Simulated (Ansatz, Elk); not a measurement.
# Ba2Mo: X-ray structure factors from the self-consistent density, part 2 of 2

Structure refinements treat a crystal as free atoms side by side. For a made-up structure of Ba2Mo (cell and positions from a PBE relaxation) the runs below show what the calculated density changes in F(hkl).

Elk 11.2.3 (patched build); all-electron DFT.

So far: Starting point; Ground state and structure factors; The highest occupied states alone.

The structure was built from a prototype and need not be the compound's stable phase.

## (4) Another functional

Level of this step: DFT, PBEsol, all-electron APW+lo, Dirac cores, scalar-relativistic bands, static density, no spin (Elk).

The difference from free atoms is small, so it is set against the change that PBEsol makes.

File elk.in:

```
tasks
  0
  195

xctype
  22

spinpol
  .false.

rgkmax
  7.0

gmaxvr
  14.0

lmaxo
  7

lmaxapw
  8

swidth
  0.002

tshift
  .false.

ramdisk
  .false.

hmaxvr
  5.5

maxscl
  120

epspot
  1e-06

sppath
  './'

avec
  0.00000000000 7.28685620925 7.28685620925
  7.28685620925 0.00000000000 7.28685620925
  7.28685620925 7.28685620925 0.00000000000

atoms
  2
  'Ba.in'
  2
  0.2500000000 0.2500000000 0.2500000000   0.000000 0.000000 0.000000
  0.7500000000 0.7500000000 0.7500000000   0.000000 0.000000 0.000000
  'Mo.in'
  1
  -0.0000000000 0.0000000000 0.0000000000   0.000000 0.000000 0.000000

ngridk
  5 5 5
```

The run is started by

```sh
> OMP_NUM_THREADS=4 elk
```

Numbers of over 12 decimals in the logs are rounded to 6 here.

Output:

```text
┌─────────────────────────┐
│ Elk code version 11.2.3 │
└─────────────────────────┘

All units are atomic (Hartree, Bohr, etc.)

┌─────────────────────────────────────────────────┐
│ Ground-state run starting from atomic densities │
└─────────────────────────────────────────────────┘

Lattice vectors :
   0.000000000       7.286856209       7.286856209
   7.286856209       0.000000000       7.286856209
   7.286856209       7.286856209       0.000000000

Reciprocal lattice vectors :
 -0.4311314185      0.4311314185      0.4311314185
[...]
valence                     :    54.00000000
 interstitial                :    6.088436642
 muffin-tins (core leakage)
  species : 1 (Ba)
[...]
atom 2                    :    53.79303843     (  0.5129709869E-05)
  species : 2 (Mo)
   atom 1                    :    40.32548649     ( -0.2294913415E-07)
 total in muffin-tins        :    147.9115634
 total calculated charge     :    153.9998980
 total charge                :    154.0000000
 error                       :   0.1019646433E-03

┌──────────────────────────────┐
│ Self-consistent loop stopped │
└──────────────────────────────┘

Wrote STATE.OUT
[key lines of the parts left out:]
total energy                :     -20319.610916293
```

Wall time 22 s (4 threads of Arm Neoverse V1, shared host); peak memory 0.19 GiB; 39 s of CPU time.

Against the first run R = 0.01 %; the largest change is -0.018 at 220.

## (5) A coarser k-mesh

About half the k-points along each axis test the sampling.

Edit elk.in of step 4 so:

```diff
@@ -5,3 +5,3 @@
 xctype
-  22
+  20
 
@@ -59,2 +59,2 @@
 ngridk
-  5 5 5
+  2 2 2
```

The run is started by

```sh
> OMP_NUM_THREADS=4 elk
```

Output:

```text
┌─────────────────────────┐
│ Elk code version 11.2.3 │
└─────────────────────────┘

All units are atomic (Hartree, Bohr, etc.)

┌─────────────────────────────────────────────────┐
│ Ground-state run starting from atomic densities │
└─────────────────────────────────────────────────┘

Lattice vectors :
   0.000000000       7.286856209       7.286856209
   7.286856209       0.000000000       7.286856209
   7.286856209       7.286856209       0.000000000

Reciprocal lattice vectors :
 -0.4311314185      0.4311314185      0.4311314185
[...]
valence                     :    54.00000000
 interstitial                :    6.061895982
 muffin-tins (core leakage)
  species : 1 (Ba)
[...]
atom 2                    :    53.79561393     (  0.5063194038E-05)
  species : 2 (Mo)
   atom 1                    :    40.34687616     ( -0.2313039005E-07)
 total in muffin-tins        :    147.9381040
 total calculated charge     :    153.9999108
 total charge                :    154.0000000
 error                       :   0.8921984951E-04

┌──────────────────────────────┐
│ Self-consistent loop stopped │
└──────────────────────────────┘

Wrote STATE.OUT
[key lines of the parts left out:]
total energy                :     -20328.138089927
```

Run time: 20 s. Hardware: 4 threads; peak memory 0.22 GiB.

Against the first run R = 0.04 %; the largest change is +0.076 at 600.

## (6) Basis size

The basis and the expansions that go with it are enlarged, to see whether the differences are converged.

Edit elk.in of step 5 so:

```diff
@@ -11,12 +11,12 @@
 rgkmax
-  7.0
+  8.5
 
 gmaxvr
-  14.0
+  18.0
 
 lmaxo
-  7
+  9
 
 lmaxapw
-  8
+  10
 
@@ -59,2 +59,2 @@
 ngridk
-  2 2 2
+  5 5 5
```

The run is started by

```sh
> OMP_NUM_THREADS=4 elk
```

Output:

```text
┌─────────────────────────┐
│ Elk code version 11.2.3 │
└─────────────────────────┘

All units are atomic (Hartree, Bohr, etc.)

┌─────────────────────────────────────────────────┐
│ Ground-state run starting from atomic densities │
└─────────────────────────────────────────────────┘

Lattice vectors :
   0.000000000       7.286856209       7.286856209
   7.286856209       0.000000000       7.286856209
   7.286856209       7.286856209       0.000000000

Reciprocal lattice vectors :
 -0.4311314185      0.4311314185      0.4311314185
[...]
valence                     :    54.00000000
 interstitial                :    6.022955165
 muffin-tins (core leakage)
  species : 1 (Ba)
[...]
atom 2                    :    53.80560009     (  0.5064131635E-05)
  species : 2 (Mo)
   atom 1                    :    40.36584466     ( -0.2335754345E-07)
 total in muffin-tins        :    147.9770448
 total calculated charge     :    153.9999770
 total charge                :    154.0000000
 error                       :   0.2302069097E-04

┌──────────────────────────────┐
│ Self-consistent loop stopped │
└──────────────────────────────┘

Wrote STATE.OUT
[key lines of the parts left out:]
total energy                :     -20328.178123683
```

Elapsed: 49 s, on 4 threads; peak memory 0.37 GiB; 85 s of CPU time.

Against the first run R = 0.01 %; the largest change is -0.018 at 440.

## (7) Settings against the effect

```
                              run  R against the first run (%)  R against neutral atoms, low angle (%)  wall time
                    PBE, rgkmax 7                         0.00                                    0.31       22 s
                           PBEsol                         0.01                                    0.31       22 s
                     k-mesh 2×2×2                         0.04                                    0.30       20 s
rgkmax 8.5 with larger expansions                         0.01                                    0.30       49 s
```

## (8) Results

| Quantity | Value |
| --- | --- |
| R against neutral atoms, sin θ/λ < 0.3 Å⁻¹ | 0.31 % |
| R against neutral atoms, 0.3 to 0.82 Å⁻¹ | 0.17 % |

**Reading.** Independent neutral atoms miss the calculated amplitudes by R = 0.31 % below 0.3 Å⁻¹ and 0.17 % from there to 0.82 Å⁻¹; by shells, 0.39 % below 0.15 Å⁻¹ (2 forms), 0.29 % 0.15 to 0.3 (6 forms), 0.14 % 0.3 to 0.45 (11 forms), 0.18 % above 0.45 (60 forms). Bonding, aspherical density and the tables' own atoms all enter these figures, and the runs don't part them. The largest change of an amplitude is -0.27 electrons, at 311. The window's part falls from 10.0 electrons at the origin to at most 0.08 between 0.45 and 0.82 Å⁻¹. Below 0.3 Å⁻¹ the changes that finished (PBEsol, k-mesh 2×2×2 and rgkmax 8.5 with larger expansions) move F by R = 0.04 % at most, against the 0.31 % that separates it from free atoms. These runs have no spin, though d or f shells may be open. Part of the difference isn't bonding: the tables are fits to free atoms and ions calculated by other methods than this functional. Thermal motion, anomalous dispersion and extinction are left out.

[Logs are printed without paths, hosts, clocks, repeated set-up lines and the standing remarks that a program may print on its own settings, such as how far it seeks lower states.]

[Hosts, paths, dates, database ids (printed as entryN), source tags and the programs' standing remarks are cut or masked in the printed files.]
